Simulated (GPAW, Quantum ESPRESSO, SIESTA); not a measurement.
# Quantum ESPRESSO on C(111) slab, H on both faces (192 atoms): settings compared

How far do other settings of Quantum ESPRESSO move the forces in C(111) slab, H on both faces (192 atoms)? One run of the same program serves as the yardstick.

Main program and level: Quantum ESPRESSO 7.5; the method is named at each step.

### Step 1. The starting structure

The cell holds 192 atoms: 160 C and 32 H. Its edges and angles: a = 10.089 Å, b = 10.089 Å, c = 22.932 Å, α = 90.0°, β = 90.0°, γ = 120.0°. It derives from C (diamond-structure). Diamond-structure C (a = 3.567 Å), (111) slab of 10 atomic planes, 4 x 4 surface cells, H on the broken bonds of both faces, 12 Å of vacuum; displaced by a Gaussian of 0.02 Å. Then every atom was moved at random, 0.02 Å r.m.s. a Cartesian component (hydrogen 0.6 of that). Regions: slab, 160 atoms (160 C); hydrogen, 32 atoms (32 H). Vacuum lies along c.

The yardstick, on the same geometry:

```
method                                           : Kohn-Sham DFT, PBE, SSSP efficiency 1.3.0 pseudopotentials, plane waves (Quantum ESPRESSO 7.5); sssp-pbe-1.3.0-efficiency, cutoffs 60/480 Ry, Γ point
r.m.s. force component                           : 1.358 eV/Å
longest force                                    : 5.389 eV/Å
gap (highest filled to lowest empty level) : 2.528 eV
time                                             : 13 min on 4 MPI ranks of Arm Neoverse V1, shared host
CPU time                                         : 51 min
```

### Step 2. PBE+D3(BJ), sssp-1.3.0-efficiency, 60/480 Ry

Method: Kohn-Sham DFT, PBE+D3(BJ), SSSP efficiency 1.3.0 pseudopotentials, plane waves.

File pw.in:

```
&control
  calculation = 'scf'
  pseudo_dir = './pseudo'
  outdir = './tmp'
  disk_io = 'none'
  tprnfor = .true.
/
&system
  ibrav = 0
  nat = 192
  ntyp = 2
  ecutwfc = 60
  ecutrho = 480
  nosym = .true.
  occupations = 'smearing'
  smearing = 'fd'
  degauss = 0.003675
  vdw_corr = 'dft-d3'
  dftd3_version = 4
  dftd3_threebody = .false.
/
&electrons
  conv_thr = 9.6e-07
  electron_maxstep = 100
  mixing_beta = 0.4
  mixing_mode = 'local-TF'
  diagonalization = 'david'
/
ATOMIC_SPECIES
C 12.011 C.upf
H 1.008 H.upf
CELL_PARAMETERS angstrom
10.08900 0.00000 0.00000
-5.04450 8.73733 0.00000
0.00000 0.00000 22.93249
ATOMIC_POSITIONS crystal
C 0.33643 0.92102 0.33349
C 0.24956 0.00093 0.30916
C 0.16126 0.82800 0.42120
C 0.33448 0.91800 0.40065
C 0.26133 0.00704 0.51029
C 0.16697 0.83642 0.48843
C 0.33371 0.91761 0.60189
C 0.24484 0.99394 0.57846
C 0.16576 0.83319 0.68889
C 0.32656 0.91595 0.66858
C 0.33233 0.66695 0.33306
C 0.25328 0.75063 0.30789
C 0.16204 0.58073 0.42265
C 0.33086 0.66702 0.40004
C 0.24642 0.74950 0.51014
C 0.17232 0.58813 0.48986
C 0.33213 0.66627 0.60047
C 0.25150 0.75004 0.57836
C 0.16998 0.58930 0.69198
C 0.33555 0.66602 0.66871
C 0.58674 0.92445 0.33067
C 0.49835 0.00247 0.31097
C 0.41727 0.83436 0.42182
C 0.58720 0.91853 0.39914
C 0.49430 0.00306 0.51025
C 0.41543 0.82955 0.48693
C 0.58618 0.91466 0.59970
C 0.50150 0.00187 0.57925
C 0.41918 0.83835 0.69061
C 0.58559 0.92023 0.66862
C 0.33505 0.41580 0.33256
C 0.25066 0.50348 0.30946
C 0.16511 0.33393 0.42160
C 0.33578 0.41855 0.39662
C 0.25261 0.49313 0.51494
C 0.16263 0.32931 0.48949
C 0.33125 0.41717 0.59931
C 0.24959 0.50138 0.57901
C 0.16355 0.33029 0.69117
C 0.33380 0.41708 0.66857
C 0.58725 0.67083 0.33249
C 0.50813 0.75517 0.31025
C 0.42226 0.58780 0.42026
C 0.58284 0.66699 0.40112
C 0.50118 0.74930 0.51202
C 0.41583 0.58261 0.48944
C 0.58067 0.66899 0.60174
C 0.50543 0.74717 0.58083
C 0.41623 0.58461 0.69180
C 0.58465 0.66284 0.66746
C 0.83661 0.91678 0.33093
C 0.74860 0.99702 0.30947
C 0.67290 0.83607 0.42293
C 0.83358 0.91715 0.39741
C 0.75233 0.00084 0.51066
C 0.66459 0.83565 0.49052
[... 132 atom lines left out ...]
H 0.00091 0.49701 0.26272
H 0.91956 0.33482 0.73738
H 0.99841 0.24994 0.26308
H 0.91242 0.08030 0.73780
K_POINTS gamma
```

Run with:

```
$ OMP_NUM_THREADS=1 mpirun -np 4 pw.x -in pw.in > output.txt
```

Log:

```text
Program PWSCF
     gamma-point specific algorithms are used
     one sub-group per band group will be used
     scalapack distributed-memory algorithm (size of sub-group:  2*  2 procs)
     Parallelization info
     sticks:   dense  smooth     PW     G-vecs:    dense   smooth      PW
     Min        3005    1500    375               605639   214095   26784
     Max        3008    1504    378               605642   214104   26798
     Sum       12025    6007   1507              2422563   856395  107165
     bravais-lattice index     =            0
     lattice parameter (alat)  =      19.0654  a.u.
     unit-cell volume          =   13641.8941 (a.u.)^3
     number of atoms/cell      =          192
     number of atomic types    =            2
     number of electrons       =       672.00
     number of Kohn-Sham states=          403
     kinetic-energy cutoff     =      60.0000  Ry
     charge density cutoff     =     480.0000  Ry
     scf convergence threshold =      9.6E-07
     mixing beta               =       0.4000
     number of iterations used =            8  local-TF  mixing
     Exchange-correlation= PBE
                           (   1   4   3   4   0   0   0)
     crystal axes: (cart. coord. in units of alat)
               a(1) = (   1.000000   0.000000   0.000000 )
               a(2) = (  -0.500000   0.866025   0.000000 )
               a(3) = (   0.000000   0.000000   2.273019 )
     reciprocal axes: (cart. coord. in units 2 pi/alat)
               b(1) = (  1.000000  0.577350 -0.000000 )
               b(2) = (  0.000000  1.154701  0.000000 )
               b(3) = (  0.000000 -0.000000  0.439944 )
     PseudoPot. # 1 for C :
     Pseudo is Projector augmented-wave + core cor, Zval =  4.0
     PseudoPot. # 2 for H :
     Pseudo is Ultrasoft, Zval =  1.0
     atomic species   valence    mass     pseudopotential
     C                 4.00    12.01100     C ( 1.00)
     H                 1.00     1.00800     H ( 1.00)
     No symmetry found
   Cartesian axes
     --------------------------------------------
     DFT-D3 Dispersion Correction (no 3-body):
     --------------------------------------------
       Reference C6 values for interpolation:
         atom   Coordination number   C6
         H          0.912             6.05
         H          0.000            15.18
         C          0.000            98.23
         C          0.987            86.49
         C          1.998            58.72
         C          2.999            51.56
         C          3.984            36.41
       Values used:
         atom   Coordination number  R0_AB[au]  C6      C8
         C          4.389            2.750     36.42   1053.46
         C          4.337            2.750     36.43   1053.63
         C          4.491            2.750     36.42   1053.28
         C          4.500            2.750     36.42   1053.27
         C          4.529            2.750     36.42   1053.25
         C          4.496            2.750     36.42   1053.28
[...]
H          1.019            2.062      6.16     74.52
         H          1.016            2.062      6.17     74.55
         H          1.018            2.062      6.17     74.53
         Molecular C6 ( Ry / a.u.^6 ) =   1091035.76
     number of k points=     1  Fermi-Dirac smearing, width (Ry)=  0.0037
                       cart. coord. in units 2pi/alat
        k(    1) = (   0.0000000   0.0000000   0.0000000), wk =   2.0000000
     Dense  grid:  1211282 G-vectors     FFT dimensions: ( 135, 135, 320)
     Smooth grid:   428198 G-vectors     FFT dimensions: (  96,  96, 216)
     Check: negative core charge=   -0.000002
     Initial potential from superposition of free atoms
     starting charge     671.9930, renormalised to     672.0000
     negative rho (up, down):  7.265E-04 0.000E+00
     Starting wfcs are  672 randomized atomic wfcs
     Self-consistent Calculation
     iteration #  1     ecut=    60.00 Ry     beta= 0.40
     negative rho (up, down):  9.649E-08 0.000E+00
     total energy              =   -2991.00569747 Ry
     estimated scf accuracy    <      13.55014967 Ry
     iteration #  2     ecut=    60.00 Ry     beta= 0.40
     negative rho (up, down):  2.026E-08 0.000E+00
     total energy              =   -2987.89956768 Ry
     estimated scf accuracy    <       7.48649396 Ry
     iteration #  3     ecut=    60.00 Ry     beta= 0.40
     total energy              =   -2988.69316282 Ry
     estimated scf accuracy    <       0.89424420 Ry
     iteration #  4     ecut=    60.00 Ry     beta= 0.40
     total energy              =   -2988.60662723 Ry
     estimated scf accuracy    <       0.78818034 Ry
     iteration #  5     ecut=    60.00 Ry     beta= 0.40
     total energy              =   -2988.57073271 Ry
     estimated scf accuracy    <       0.42598811 Ry
     iteration #  6     ecut=    60.00 Ry     beta= 0.40
     negative rho (up, down):  5.263E-03 0.000E+00
     total energy              =   -2988.55108099 Ry
     estimated scf accuracy    <       0.28248724 Ry
[...]
negative rho (up, down):  1.030E-02 0.000E+00
[...]
negative rho (up, down):  2.160E-01 0.000E+00
[...]
total energy              =   -2988.50466562 Ry
[...]
iteration # 18     ecut=    60.00 Ry     beta= 0.40
     c_bands:  2 eigenvalues not converged
[...]
total energy              =   -2988.50506610 Ry
     estimated scf accuracy    <       0.00000527 Ry
     iteration # 19     ecut=    60.00 Ry     beta= 0.40
     negative rho (up, down):  9.616E-04 0.000E+00
     total energy              =   -2988.50505986 Ry
     estimated scf accuracy    <       0.00002815 Ry
     iteration # 20     ecut=    60.00 Ry     beta= 0.40
     negative rho (up, down):  1.132E-03 0.000E+00
     End of self-consistent calculation
          k = 0.0000 0.0000 0.0000 ( 53583 PWs)   bands (ev):
   -16.8368 -16.1396 -15.4555 -15.3514 -15.3354 -15.3134 -15.2435 -15.2340
   -15.0582 -14.7247 -14.6568 -14.6222 -14.5908 -14.5750 -14.5047 -13.6994
   -13.6850 -13.6246 -13.5622 -13.5193 -13.5043 -13.4303 -12.5561 -12.4892
   -12.4429 -12.4233 -12.3980 -12.3659 -12.2994 -12.2604 -12.2249 -12.1980
   -12.1603 -12.1450 -12.0898 -11.8152 -11.7881 -11.7488 -11.6994 -11.6666
   -11.6208 -11.3642 -11.2796 -11.2566 -11.1109 -11.0922 -11.0897 -10.9266
[...]
10.2840  10.3044  10.3366  10.3475  10.3599  10.4027  10.4162  10.4422
    10.4666  10.4759  10.4961  10.5278  10.5295  10.5534  10.5711  10.5990
    10.6195  10.6257  10.6990  10.7173  10.7268  10.7879  10.8374  10.8935
    10.9271  10.9546  10.9922
     the Fermi energy is     5.6363 ev
!    total energy              =   -2988.50506528 Ry
     estimated scf accuracy    <       0.00000048 Ry
     smearing contrib. (-TS)   =      -0.00000000 Ry
     internal energy E=F+TS    =   -2988.50506528 Ry
     The total energy is F=E-TS. E is the sum of the following terms:
     one-electron contribution =  -35899.45102658 Ry
     hartree contribution      =   18247.36714031 Ry
     xc contribution           =    -772.83293021 Ry
     ewald contribution        =   16424.48869916 Ry
     DFT-D3 Dispersion         =      -2.05274282 Ry
     one-center paw contrib.   =    -986.02420513 Ry
     convergence has been achieved in  20 iterations
     negative rho (up, down):  1.132E-03 0.000E+00
     Forces acting on atoms (cartesian axes, Ry/au):
     atom    1 type  1   force =    -0.03307330   -0.06795005   -0.07797983
     atom    2 type  1   force =     0.00345547   -0.00398892    0.08382160
     atom    3 type  1   force =     0.04020896    0.07278373    0.01386163
     atom    4 type  1   force =    -0.02457838   -0.05027159   -0.04353139
     atom    5 type  1   force =    -0.12147002   -0.13125609    0.03914964
     atom    6 type  1   force =     0.01635768   -0.04291916    0.01693235
[...]
atom  190 type  2   force =     0.00018724    0.01102763    0.11415382
     atom  191 type  2   force =     0.00795691   -0.00531005   -0.04352221
     atom  192 type  2   force =     0.00583345    0.00370100    0.09985145
     Total force =     1.268221     Total SCF correction =     0.001615
     Message from routine punch:
     Nothing written, as per user request (disk_io='none')
```

Run time: 13 min. Hardware: 4 MPI ranks of Arm Neoverse V1, shared host; peak memory 12 GiB.

Banners, paths, timers and routine set-up lines are dropped from the logs unmarked, and long logs keep their key lines alone; longer cuts are marked.

Numbers from this run, and their distance from the reference:

- r.m.s. force component: 1.359 eV/Å
- r.m.s. difference of force components: 20.24 meV/Å
- longest difference of force vectors: 59.19 meV/Å
- force difference over r.m.s. force: 1.491 %
- slope of forces against the reference's: 1.001
- correlation of force components: 0.9999
- gap (highest filled to lowest empty level): 2.528 eV
- gap difference: 0 eV

Length of the force difference by element (eV/Å):

```tsv
element	atoms	mean	most
C	160	0.029	0.059
H	32	0.031	0.032
```

Levels nearest the highest filled one (eV from it): -1.69, -1.64, -1.58, -1.55, -1.51, -1.30, -1.24, -0.86, -0.67, -0.57, -0.08, 0.00, 2.53, 2.56, 3.85, 3.87, 3.92, 3.93, 3.93, 3.95, 3.95, 3.97, 3.99, 3.99.

The surroundings of C149, which bears the longest force, nearest first, numbered as they follow in the input and with coordinates relative to it.

```tsv
atom	x	y	z	distance (Å)	bonds	Fx	Fy	Fz (eV/Å)
C149	0.00	0.00	0.00	0.00	4	2.05	0.25	-5.03
H190	0.06	-0.01	1.02	1.02	1	0.00	0.28	2.94
C120	-1.18	0.72	-0.58	1.50	4	-2.88	-0.87	2.38
C140	0.07	-1.42	-0.53	1.51	4	-1.03	-1.60	-0.06
C150	1.31	0.73	-0.62	1.62	4	-0.26	-0.53	4.21
C129	-1.23	2.15	0.01	2.48	4	0.05	-0.23	-4.54
C117	-1.21	0.71	-2.08	2.51	4	0.93	0.13	-0.88
C139	-1.21	-2.21	-0.05	2.52	4	0.50	0.83	-1.18
C119	-2.52	-0.06	-0.09	2.52	4	1.93	0.51	1.15
```

Forces lie 1.5 % from the reference's, at 1.00 times its CPU time.

### Step 3. PBE, sg15-1.2, 80/320 Ry

Method: Kohn-Sham DFT, PBE, SG15 1.2 norm-conserving pseudopotentials, plane waves.

The pseudopotential files are exchanged too: ./pseudo now holds the set sg15-pbe-1.2.

pw.in, as its differences from that of step 2:

```diff
@@ -11,4 +11,4 @@
   ntyp = 2
-  ecutwfc = 60
-  ecutrho = 480
+  ecutwfc = 80
+  ecutrho = 320
   nosym = .true.
@@ -17,5 +17,2 @@
   degauss = 0.003675
-  vdw_corr = 'dft-d3'
-  dftd3_version = 4
-  dftd3_threebody = .false.
 /
```

Run with:

```
$ OMP_NUM_THREADS=1 pw.x -in pw.in > output.txt
```

Log:

```text
Program PWSCF
     gamma-point specific algorithms are used
     sticks:   dense  smooth     PW     G-vecs:    dense   smooth      PW
     Sum        8017    8017   1993              1318879  1318879  164739
     bravais-lattice index     =            0
     lattice parameter (alat)  =      19.0654  a.u.
     unit-cell volume          =   13641.8941 (a.u.)^3
     number of atoms/cell      =          192
     number of atomic types    =            2
     number of electrons       =       672.00
     number of Kohn-Sham states=          403
[... lines left out ...]
     number of k points=     1  Fermi-Dirac smearing, width (Ry)=  0.0037
[... lines left out ...]
     total energy              =   -1861.43841633 Ry
[... lines left out ...]
     total energy              =   -1859.31093906 Ry
[... lines left out ...]
     total energy              =   -1860.13755398 Ry
[... lines left out ...]
     c_bands:  5 eigenvalues not converged
[... lines left out ...]
     c_bands:  1 eigenvalues not converged
[... lines left out ...]
     total energy              =   -1860.03540020 Ry
[... lines left out ...]
     total energy              =   -1860.03540316 Ry
[... lines left out ...]
   -13.6672 -13.6068 -13.5450 -13.5023 -13.4875 -13.4138 -12.5377 -12.4714
[...]
10.4622  10.4728  10.4928  10.5230  10.5266  10.5511  10.5684  10.5966
    10.6160  10.6229  10.6963  10.7162  10.7266  10.7857  10.8320  10.8904
    10.9220  10.9607  10.9913
     the Fermi energy is     5.6401 ev
!    total energy              =   -1860.03540655 Ry
     estimated scf accuracy    <       0.00000041 Ry
     smearing contrib. (-TS)   =      -0.00000000 Ry
     internal energy E=F+TS    =   -1860.03540655 Ry
     The total energy is F=E-TS. E is the sum of the following terms:
     one-electron contribution =  -35940.54214061 Ry
     hartree contribution      =   18248.01394019 Ry
     xc contribution           =    -591.99590525 Ry
     ewald contribution        =   16424.48869913 Ry
     convergence has been achieved in  21 iterations
     Forces acting on atoms (cartesian axes, Ry/au):
     atom    1 type  1   force =    -0.03272875   -0.06753918   -0.07973460
     atom    2 type  1   force =     0.00329164   -0.00390887    0.08164217
     atom    3 type  1   force =     0.04008332    0.07269564    0.01328371
[...]
atom  191 type  2   force =     0.00808157   -0.00525374   -0.04245760
     atom  192 type  2   force =     0.00601592    0.00389241    0.09821181
     Total force =     1.261122     Total SCF correction =     0.000308
     Message from routine punch:
     Nothing written, as per user request (disk_io='none')
```

It took 57 min on 1 thread; peak memory 4.8 GiB.

Numbers from this run, and their distance from the reference:

| Property | Result |
| --- | --- |
| r.m.s. force component | 1.351 eV/Å |
| r.m.s. difference of force components | 14.66 meV/Å |
| longest difference of force vectors | 82.07 meV/Å |
| force difference over r.m.s. force | 1.08 % |
| slope of forces against the reference's | 0.9951 |
| correlation of force components | 1 |
| gap (highest filled to lowest empty level) | 2.565 eV |
| gap difference | 0.0368 eV |

Against the first run (1.5 %), the force difference from the reference is 1.1 %, at 1.1 times the CPU time (on 1 against 4 cores).

The difference per atom is largest on H (0.053 eV/Å on average, against 0.012 on C).

### Step 4. Side by side

Differences are against the plane-wave reference, forces as r.m.s. over components; share is that over the reference's r.m.s. force, slope the least-squares factor from reference forces to these. Total energies of different programs have different zeros and aren't compared.

```tsv
run	Δ force, r.m.s. (meV/Å)	share (%)	slope	Δ gap (eV)	cores	CPU time	memory (GiB)
reference	-	-	-	-	4	51 min	12
QE PBE+D3(BJ), sssp-1.3.0-efficiency, 60/480 Ry	20.2	1.49	1.001	0	4	51 min	12
QE PBE, sg15-1.2, 80/320 Ry	14.7	1.08	0.995	0.0368	1	57 min	4.8
```

CPU time is summed over cores on a shared host, where runs went side by side, so it is rough. Symmetry, cutoffs, thresholds, outputs and thread counts weren't matched or tuned between programs; memory under MPI is the largest rank's times the ranks.

### Step 5. Summary of results

- nearest in forces: QE PBE, sg15-1.2, 80/320 Ry, 1.1 %
- its CPU time: 57 min

What this shows: PBE on plane waves or a grid with other potentials, cutoffs or grids differs from the reference by 1.1 % (QE PBE, sg15-1.2, 80/320 Ry) of the r.m.s. force; this holds the reference's own error, so differences of a few per cent don't tell which side is nearer the exact PBE result. In the reference's own program, potentials and cutoffs, a change of model alone moves forces by 1.5 % (QE PBE+D3(BJ), sssp-1.3.0-efficiency, 60/480 Ry). None of the electronic-structure runs in the table takes under half the reference's CPU time of 51 min; they take 1.00 to 1.1 times as much. At the same functional, the gap of QE PBE, sg15-1.2, 80/320 Ry lies 0.04 eV above the reference's 2.53 eV. These are spacings on the run's k-points, which needn't hold the band edges. The electronic-structure runs sample only Γ, in a cell whose shortest periodic width is 9 Å.

[Also dropped from logs without a mark: logging warnings of Python, and SIESTA's first energy breakdown and zero terms.]

[Logs are printed without paths, hosts, clocks, repeated set-up lines and the standing remarks that a program may print on its own settings, such as how far it seeks lower states.]

[Hosts, paths, dates, database ids (printed as entryN), source tags and the programs' standing remarks are cut or masked in the printed files.]
